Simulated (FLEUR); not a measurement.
# How the basis cutoff moves the magnetism of Cobalt, part 2 of 3

Aim: see how far the moments and order energies of Cobalt move with the basis cutoff, and what each rung costs.

FLEUR MaX-R8.1; LDA (VWN); all-electron FLAPW, Dirac cores, scalar-relativistic bands.

So far, largest spin moment in the muffin-tin sphere (μB): step 4 (rung 2 (Kmax 2.7 1/bohr), start ferro ++) 1.64; step 5 (antiferromagnetic, start moments [2.0, -2.0] μB) 1.05.

**6. Rung 3 (Kmax 3.24 1/bohr), start ferro ++**

The input, inp.xml:

```
<?xml version="1.0" encoding="UTF-8" standalone="no"?>
<fleurInput fleurInputVersion="0.39">
   <comment>
      Co
   </comment>
   <calculationSetup>
      <cutoffs Kmax="3.24" Gmax="9.7" GmaxXC="9.7" numbands="0"/>
      <scfLoop itmax="90" minDistance="0.00002" maxIterBroyd="15" imix="Anderson" alpha="0.05" precondParam="0.0" spinf="2.0" sdNocoIR="T"/>
      <coreElectrons ctail="T" frcor="F" kcrel="0" coretail_lmax="0"/>
      <xcFunctional name="vwn" relativisticCorrections="F"/>
      <magnetism jspins="2"/>
      <soc l_soc="F" theta="0.0" phi="0.0" spav="F"/>
      <expertModes spex="0" secvar="F"/>
      <geometryOptimization l_f="F" forcealpha="1.0" forcemix="BFGS" epsdisp="0.00001" epsforce="0.00001"/>
      <ldaU l_linMix="F" mixParam="0.05" spinf="1.0"/>
   </calculationSetup>
   <cell>
      <bzIntegration valenceElectrons="34.0" mode="hist" fermiSmearingEnergy="0.00110248">
         <kPointListSelection listName="default-1"/>
         <xi:include xmlns:xi="http://www.w3.org/2001/XInclude" href="kpts.xml"> </xi:include>
      </bzIntegration>
      <xi:include xmlns:xi="http://www.w3.org/2001/XInclude" href="sym.xml"> </xi:include>
      <bulkLattice scale="1.0">
         <bravaisMatrix>
            <row-1>    4.7382992847653478     0.0000000000188973     0.0000000000000000</row-1>
            <row-2>   -2.3691496423921228     4.1034875513345304     0.0000000000000000</row-2>
            <row-3>    0.0000000000000000     0.0000000000000000     7.6909963545095392</row-3>
         </bravaisMatrix>
      </bulkLattice>
   </cell>
   <atomSpecies>
      <species name="Cobalt (Co2.000" element="Co" atomicNumber="27">
         <mtSphere radius="2.3" gridPoints="761" logIncrement="0.016"/>
         <atomicCutoffs lmax="8" lnonsphr="6"/>
         <electronConfig flipSpins="F">
            <coreConfig>(1s1/2) (2s1/2) (2p1/2) (2p3/2)</coreConfig>
            <valenceConfig>(3s1/2) (3p1/2) (3p3/2) (4s1/2) (3d3/2) (3d5/2)</valenceConfig>
            <stateOccupation state="(3d3/2)" spinUp="1.5" spinDown="1.3"/>
            <stateOccupation state="(3d5/2)" spinUp="3.0" spinDown="1.2"/>
         </electronConfig>
         <energyParameters s="4" p="4" d="3" f="4"/>
         <lo type="SCLO" l="0" n="3" eDeriv="0"/>
         <lo type="SCLO" l="1" n="3" eDeriv="0"/>
      </species>
   </atomSpecies>
   <atomGroups>
      <atomGroup species="Cobalt (Co2.000">
         <relPos label="                   1">1.000/3.000 -1.000/3.000 1.000/4.000</relPos>
         <relPos label="                   2">-1.000/3.000 1.000/3.000 -1.000/4.000</relPos>
         <force calculate="T" relaxXYZ="TTT"/>
      </atomGroup>
   </atomGroups>
   <output dos="F" band="F" slice="F">
      <bandDOS minEnergy="-.5*Htr" maxEnergy="0.5*Htr" sigma="0.015" storeEVData="T"/>
      <plotting iplot="0" polar="F">
         <plot TwoD="T" vec1="  1.0  0.0  0.0" vec2="  0.0  1.0  0.0" vec3="  0.0  0.0  1.0" zero="  0.0  0.0  0.0" file="plot"/>
      </plotting>
      <moessbauerParams electricFieldGradient="F" isomerShift="F" coreHyperfine="F" valenceHyperfine="F"/>
   </output>
</fleurInput>
```

The input, crystal.txt:

```
Co
&input film=F cartesian=F /
2.50739999997  0.00000000001  0.00000000000
-1.25369999999  2.17147209742  0.00000000000
0.00000000000  0.00000000000  4.06990000000
1.8897261246
1.0 1.0 1.0

2
27 0.33333333333  0.66666666667  0.25000000000 : 2.000
27 0.66666666667  0.33333333333  0.75000000000 : 2.000

&kpt div1=12 div2=12 div3=12 gamma=T /
```

Launch:

```sh
> OMP_NUM_THREADS=1 inpgen -f crystal.txt > inpgen.log  # inp.xml is then edited as shown
> OMP_NUM_THREADS=1 mpirun -n 2 fleur_MPI > fleur.log
```

What it wrote:

```text
[banner, memory and clock lines left out]
Welcome to FLEUR        (www.flapw.de)
      MaX-Release 8.1          (www.max-centre.eu)

 ========== k-point set info ==========
 Selected k-point list: default-1
 k-point list type: mesh
 0 x 0 x 0
 Number of k points: 134

 [... set-up left out ...]
 Iteration:     1   Distance:      11.15604732 me/bohr^3
 Iteration:     2   Distance:       8.96950499 me/bohr^3
 Iteration:     3   Distance:       4.28057751 me/bohr^3
 Iteration:     4   Distance:       1.60561835 me/bohr^3
 Iteration:     5   Distance:       0.70944087 me/bohr^3
[...]
<sumOfEigenvalues value="    -1603.1295781563">
               <coreElectrons value="-1572.8455544482"/>
               <valenceElectrons value="-30.2840237081"/>
            </sumOfEigenvalues>
         [... left out ...]
            <freeEnergy value="-2782.2998212841"/>
            <extrapolationTo0K value="-2782.2997055209"/>
         </totalEnergy>
         <densityConvergence units="me/bohr^3">
            <chargeDensity spin="1" distance="0.0000037300"/>
            <chargeDensity spin="2" distance="0.0000036937"/>
            <overallChargeDensity distance="0.0000030845"/>
            <spinDensity distance="0.0000067526"/>
         </densityConvergence>
      </iteration>
```

Wall time 17 s (2 MPI ranks of Arm Neoverse V1, shared host); peak memory 0.1 GiB.

This step gave:

- free energy: -75710.2351 eV
- program's band gap on this mesh (in a metal only a level spacing): 0.006072 eV
- magnetization: 3.222 μB
- final state: ferromagnetic
- largest moment: 1.652 μB

The largest moment moves by +0.01 μB from rung 2, at 1.3 times its CPU time.

**7. Rung 3 (Kmax 3.24 1/bohr), start antiferro +-**

inp.xml, as its differences from that of step 6:

```diff
@@ -44,2 +44,15 @@
       </species>
+      <species name="Cobalt (Co-2.000" element="Co" atomicNumber="27">
+         <mtSphere radius="2.3" gridPoints="761" logIncrement="0.016"/>
+         <atomicCutoffs lmax="8" lnonsphr="6"/>
+         <electronConfig flipSpins="F">
+            <coreConfig>(1s1/2) (2s1/2) (2p1/2) (2p3/2)</coreConfig>
+            <valenceConfig>(3s1/2) (3p1/2) (3p3/2) (4s1/2) (3d3/2) (3d5/2)</valenceConfig>
+            <stateOccupation state="(3d3/2)" spinUp="1.3" spinDown="1.5"/>
+            <stateOccupation state="(3d5/2)" spinUp="1.2" spinDown="3.0"/>
+         </electronConfig>
+         <energyParameters s="4" p="4" d="3" f="4"/>
+         <lo type="SCLO" l="0" n="3" eDeriv="0"/>
+         <lo type="SCLO" l="1" n="3" eDeriv="0"/>
+      </species>
    </atomSpecies>
@@ -48,2 +61,5 @@
          <relPos label="                   1">1.000/3.000 -1.000/3.000 1.000/4.000</relPos>
+         <force calculate="T" relaxXYZ="TTT"/>
+      </atomGroup>
+      <atomGroup species="Cobalt (Co-2.000">
          <relPos label="                   2">-1.000/3.000 1.000/3.000 -1.000/4.000</relPos>
```

crystal.txt, as its differences from that of step 6:

```diff
@@ -10,3 +10,3 @@
 27 0.33333333333  0.66666666667  0.25000000000 : 2.000
-27 0.66666666667  0.33333333333  0.75000000000 : 2.000
+27 0.66666666667  0.33333333333  0.75000000000 : -2.000
```

What it wrote:

```text
[banner, memory and clock lines left out]
Welcome to FLEUR        (www.flapw.de)
      MaX-Release 8.1          (www.max-centre.eu)

 ========== k-point set info ==========
 Selected k-point list: default-1
 k-point list type: mesh
 0 x 0 x 0
 Number of k points: 134

 [... set-up left out ...]
 Iteration:     1   Distance:      16.34253579 me/bohr^3
 Iteration:     2   Distance:      15.81765686 me/bohr^3
 Iteration:     3   Distance:      13.07587946 me/bohr^3
 Iteration:     4   Distance:       8.83237390 me/bohr^3
 Iteration:     5   Distance:       7.58444276 me/bohr^3
[...]
<sumOfEigenvalues value="    -1603.2602917030">
               <coreElectrons value="-1572.9454221966"/>
               <valenceElectrons value="-30.3148695064"/>
            </sumOfEigenvalues>
         [... left out ...]
            <freeEnergy value="-2782.2853695812"/>
            <extrapolationTo0K value="-2782.2850446124"/>
         </totalEnergy>
         <densityConvergence units="me/bohr^3">
            <chargeDensity spin="1" distance="0.0000033993"/>
            <chargeDensity spin="2" distance="0.0000041915"/>
            <overallChargeDensity distance="0.0000070576"/>
            <spinDensity distance="0.0000029049"/>
         </densityConvergence>
      </iteration>
```

Run time: 46 s. Hardware: 2 MPI ranks; peak memory 0.12 GiB.

Read from the output:

```
free energy                                                       : -75709.8418 eV
program's band gap on this mesh (in a metal only a level spacing) : 0.002594 eV
magnetization                                                     : 0 μB
final state                                                       : antiferromagnetic
largest moment                                                    : 0.8160 μB
```

This start lies +196.6 meV a seeded atom from the first, a change of -16.8 meV since rung 2; its largest moment is 0.816 μB.

**8. Rung 4 (Kmax 3.78 1/bohr), start ferro ++**

inp.xml, as its differences from that of step 7:

```diff
@@ -6,3 +6,3 @@
    <calculationSetup>
-      <cutoffs Kmax="3.24" Gmax="9.7" GmaxXC="9.7" numbands="0"/>
+      <cutoffs Kmax="3.78" Gmax="11.3" GmaxXC="11.3" numbands="0"/>
       <scfLoop itmax="90" minDistance="0.00002" maxIterBroyd="15" imix="Anderson" alpha="0.05" precondParam="0.0" spinf="2.0" sdNocoIR="T"/>
@@ -44,15 +44,2 @@
       </species>
-      <species name="Cobalt (Co-2.000" element="Co" atomicNumber="27">
-         <mtSphere radius="2.3" gridPoints="761" logIncrement="0.016"/>
-         <atomicCutoffs lmax="8" lnonsphr="6"/>
-         <electronConfig flipSpins="F">
-            <coreConfig>(1s1/2) (2s1/2) (2p1/2) (2p3/2)</coreConfig>
-            <valenceConfig>(3s1/2) (3p1/2) (3p3/2) (4s1/2) (3d3/2) (3d5/2)</valenceConfig>
-            <stateOccupation state="(3d3/2)" spinUp="1.3" spinDown="1.5"/>
-            <stateOccupation state="(3d5/2)" spinUp="1.2" spinDown="3.0"/>
-         </electronConfig>
-         <energyParameters s="4" p="4" d="3" f="4"/>
-         <lo type="SCLO" l="0" n="3" eDeriv="0"/>
-         <lo type="SCLO" l="1" n="3" eDeriv="0"/>
-      </species>
    </atomSpecies>
@@ -61,5 +48,2 @@
          <relPos label="                   1">1.000/3.000 -1.000/3.000 1.000/4.000</relPos>
-         <force calculate="T" relaxXYZ="TTT"/>
-      </atomGroup>
-      <atomGroup species="Cobalt (Co-2.000">
          <relPos label="                   2">-1.000/3.000 1.000/3.000 -1.000/4.000</relPos>
```

crystal.txt, as its differences from that of step 7:

```diff
@@ -10,3 +10,3 @@
 27 0.33333333333  0.66666666667  0.25000000000 : 2.000
-27 0.66666666667  0.33333333333  0.75000000000 : -2.000
+27 0.66666666667  0.33333333333  0.75000000000 : 2.000
```

What it wrote:

```text
[banner, memory and clock lines left out]
Welcome to FLEUR        (www.flapw.de)
      MaX-Release 8.1          (www.max-centre.eu)

 ========== k-point set info ==========
 Selected k-point list: default-1
 k-point list type: mesh
 0 x 0 x 0
 Number of k points: 134

 [... set-up left out ...]
 Iteration:     1   Distance:       8.70025063 me/bohr^3
 Iteration:     2   Distance:       7.15516111 me/bohr^3
 Iteration:     3   Distance:       3.98193325 me/bohr^3
 Iteration:     4   Distance:       0.67447917 me/bohr^3
 Iteration:     5   Distance:       0.69551036 me/bohr^3
[...]
<sumOfEigenvalues value="    -1601.7343030809">
               <coreElectrons value="-1572.2751946992"/>
               <valenceElectrons value="-29.4591083817"/>
            </sumOfEigenvalues>
         [... left out ...]
            <freeEnergy value="-2782.3192215475"/>
            <extrapolationTo0K value="-2782.3191032537"/>
         </totalEnergy>
         <densityConvergence units="me/bohr^3">
            <chargeDensity spin="1" distance="0.0000029371"/>
            <chargeDensity spin="2" distance="0.0000038528"/>
            <overallChargeDensity distance="0.0000025171"/>
            <spinDensity distance="0.0000063722"/>
         </densityConvergence>
      </iteration>
```

Elapsed: 25 s, on 2 MPI ranks; peak memory 0.1 GiB; 51 s of CPU time.

Read from the output:

```
free energy                                                       : -75710.7630 eV
program's band gap on this mesh (in a metal only a level spacing) : 0.003318 eV
magnetization                                                     : 3.224 μB
final state                                                       : ferromagnetic
largest moment                                                    : 1.657 μB
```

The largest moment is that of rung 3, at 1.5 times its CPU time.

**9. Rung 4 (Kmax 3.78 1/bohr), start antiferro +-**

inp.xml, as its differences from that of step 8:

```diff
@@ -44,2 +44,15 @@
       </species>
+      <species name="Cobalt (Co-2.000" element="Co" atomicNumber="27">
+         <mtSphere radius="2.3" gridPoints="761" logIncrement="0.016"/>
+         <atomicCutoffs lmax="8" lnonsphr="6"/>
+         <electronConfig flipSpins="F">
+            <coreConfig>(1s1/2) (2s1/2) (2p1/2) (2p3/2)</coreConfig>
+            <valenceConfig>(3s1/2) (3p1/2) (3p3/2) (4s1/2) (3d3/2) (3d5/2)</valenceConfig>
+            <stateOccupation state="(3d3/2)" spinUp="1.3" spinDown="1.5"/>
+            <stateOccupation state="(3d5/2)" spinUp="1.2" spinDown="3.0"/>
+         </electronConfig>
+         <energyParameters s="4" p="4" d="3" f="4"/>
+         <lo type="SCLO" l="0" n="3" eDeriv="0"/>
+         <lo type="SCLO" l="1" n="3" eDeriv="0"/>
+      </species>
    </atomSpecies>
@@ -48,2 +61,5 @@
          <relPos label="                   1">1.000/3.000 -1.000/3.000 1.000/4.000</relPos>
+         <force calculate="T" relaxXYZ="TTT"/>
+      </atomGroup>
+      <atomGroup species="Cobalt (Co-2.000">
          <relPos label="                   2">-1.000/3.000 1.000/3.000 -1.000/4.000</relPos>
```

crystal.txt, as its differences from that of step 8:

```diff
@@ -10,3 +10,3 @@
 27 0.33333333333  0.66666666667  0.25000000000 : 2.000
-27 0.66666666667  0.33333333333  0.75000000000 : 2.000
+27 0.66666666667  0.33333333333  0.75000000000 : -2.000
```

What it wrote:

```text
[banner, memory and clock lines left out]
Welcome to FLEUR        (www.flapw.de)
      MaX-Release 8.1          (www.max-centre.eu)

 ========== k-point set info ==========
 Selected k-point list: default-1
 k-point list type: mesh
 0 x 0 x 0
 Number of k points: 134

 [... set-up left out ...]
 Iteration:     1   Distance:      15.87641106 me/bohr^3
 Iteration:     2   Distance:      15.39129239 me/bohr^3
 Iteration:     3   Distance:      12.44652791 me/bohr^3
 Iteration:     4   Distance:       8.32436622 me/bohr^3
 Iteration:     5   Distance:       7.26565018 me/bohr^3
[...]
<sumOfEigenvalues value="    -1601.8705823075">
               <coreElectrons value="-1572.3779116590"/>
               <valenceElectrons value="-29.4926706486"/>
            </sumOfEigenvalues>
         [... left out ...]
            <freeEnergy value="-2782.3048576980"/>
            <extrapolationTo0K value="-2782.3045354455"/>
         </totalEnergy>
         <densityConvergence units="me/bohr^3">
            <chargeDensity spin="1" distance="0.0000018773"/>
            <chargeDensity spin="2" distance="0.0000035091"/>
            <overallChargeDensity distance="0.0000045936"/>
            <spinDensity distance="0.0000032520"/>
         </densityConvergence>
      </iteration>
```

The job ended after 78 s (2 MPI ranks; peak memory 0.13 GiB).

Numbers from this step:

* free energy: -75710.3721 eV
* program's band gap on this mesh (in a metal only a level spacing): 0.002170 eV
* magnetization: 0 μB
* final state: antiferromagnetic
* largest moment: 0.8189 μB

This start lies +195.4 meV a seeded atom from the first, a change of -1.2 meV since rung 3; its largest moment is 0.819 μB.

**10. Rung 5 (Kmax 4.32 1/bohr), start ferro ++**

inp.xml, as its differences from that of step 9:

```diff
@@ -6,3 +6,3 @@
    <calculationSetup>
-      <cutoffs Kmax="3.78" Gmax="11.3" GmaxXC="11.3" numbands="0"/>
+      <cutoffs Kmax="4.32" Gmax="13.0" GmaxXC="13.0" numbands="0"/>
       <scfLoop itmax="90" minDistance="0.00002" maxIterBroyd="15" imix="Anderson" alpha="0.05" precondParam="0.0" spinf="2.0" sdNocoIR="T"/>
@@ -44,15 +44,2 @@
       </species>
-      <species name="Cobalt (Co-2.000" element="Co" atomicNumber="27">
-         <mtSphere radius="2.3" gridPoints="761" logIncrement="0.016"/>
-         <atomicCutoffs lmax="8" lnonsphr="6"/>
-         <electronConfig flipSpins="F">
-            <coreConfig>(1s1/2) (2s1/2) (2p1/2) (2p3/2)</coreConfig>
-            <valenceConfig>(3s1/2) (3p1/2) (3p3/2) (4s1/2) (3d3/2) (3d5/2)</valenceConfig>
-            <stateOccupation state="(3d3/2)" spinUp="1.3" spinDown="1.5"/>
-            <stateOccupation state="(3d5/2)" spinUp="1.2" spinDown="3.0"/>
-         </electronConfig>
-         <energyParameters s="4" p="4" d="3" f="4"/>
-         <lo type="SCLO" l="0" n="3" eDeriv="0"/>
-         <lo type="SCLO" l="1" n="3" eDeriv="0"/>
-      </species>
    </atomSpecies>
@@ -61,5 +48,2 @@
          <relPos label="                   1">1.000/3.000 -1.000/3.000 1.000/4.000</relPos>
-         <force calculate="T" relaxXYZ="TTT"/>
-      </atomGroup>
-      <atomGroup species="Cobalt (Co-2.000">
          <relPos label="                   2">-1.000/3.000 1.000/3.000 -1.000/4.000</relPos>
```

crystal.txt, as its differences from that of step 9:

```diff
@@ -10,3 +10,3 @@
 27 0.33333333333  0.66666666667  0.25000000000 : 2.000
-27 0.66666666667  0.33333333333  0.75000000000 : -2.000
+27 0.66666666667  0.33333333333  0.75000000000 : 2.000
```

What it wrote:

```text
[banner, memory and clock lines left out]
Welcome to FLEUR        (www.flapw.de)
      MaX-Release 8.1          (www.max-centre.eu)

 ========== k-point set info ==========
 Selected k-point list: default-1
 k-point list type: mesh
 0 x 0 x 0
 Number of k points: 134

 [... set-up left out ...]
 Iteration:     1   Distance:       8.18434862 me/bohr^3
 Iteration:     2   Distance:       6.78291256 me/bohr^3
 Iteration:     3   Distance:       3.88670998 me/bohr^3
 Iteration:     4   Distance:       0.72662573 me/bohr^3
 Iteration:     5   Distance:       0.68677293 me/bohr^3
[...]
<sumOfEigenvalues value="    -1600.5859621093">
               <coreElectrons value="-1571.8380669143"/>
               <valenceElectrons value="-28.7478951950"/>
            </sumOfEigenvalues>
         [... left out ...]
            <freeEnergy value="-2782.3217013838"/>
            <extrapolationTo0K value="-2782.3215837307"/>
         </totalEnergy>
         <densityConvergence units="me/bohr^3">
            <chargeDensity spin="1" distance="0.0000041513"/>
            <chargeDensity spin="2" distance="0.0000105502"/>
            <overallChargeDensity distance="0.0000104712"/>
            <spinDensity distance="0.0000121423"/>
         </densityConvergence>
      </iteration>
```

Wall time 37 s (2 MPI ranks); peak memory 0.11 GiB; 74 s of CPU time.

Numbers from this step:

| Item | Value |
| --- | --- |
| free energy | -75710.8305 eV |
| program's band gap on this mesh (in a metal only a level spacing) | 0.001509 eV |
| magnetization | 3.228 μB |
| final state | ferromagnetic |
| largest moment | 1.659 μB |

The largest moment is that of rung 4, at 1.5 times its CPU time.

(Continued in part 3 of 3.)

[Logs and program files are shortened in this print: banners, set-up blocks, solver, clock and traceback lines can be left out without a mark of their own.]

[Logs are printed without paths, hosts, clocks, repeated set-up lines and the standing remarks that a program may print on its own settings, such as how far it seeks lower states.]

[Hosts, paths, dates, database ids (printed as entryN), source tags and the programs' standing remarks are cut or masked in the printed files.]

[Where a cell is said to come from a database of computed structures, the database is the Materials Project.]
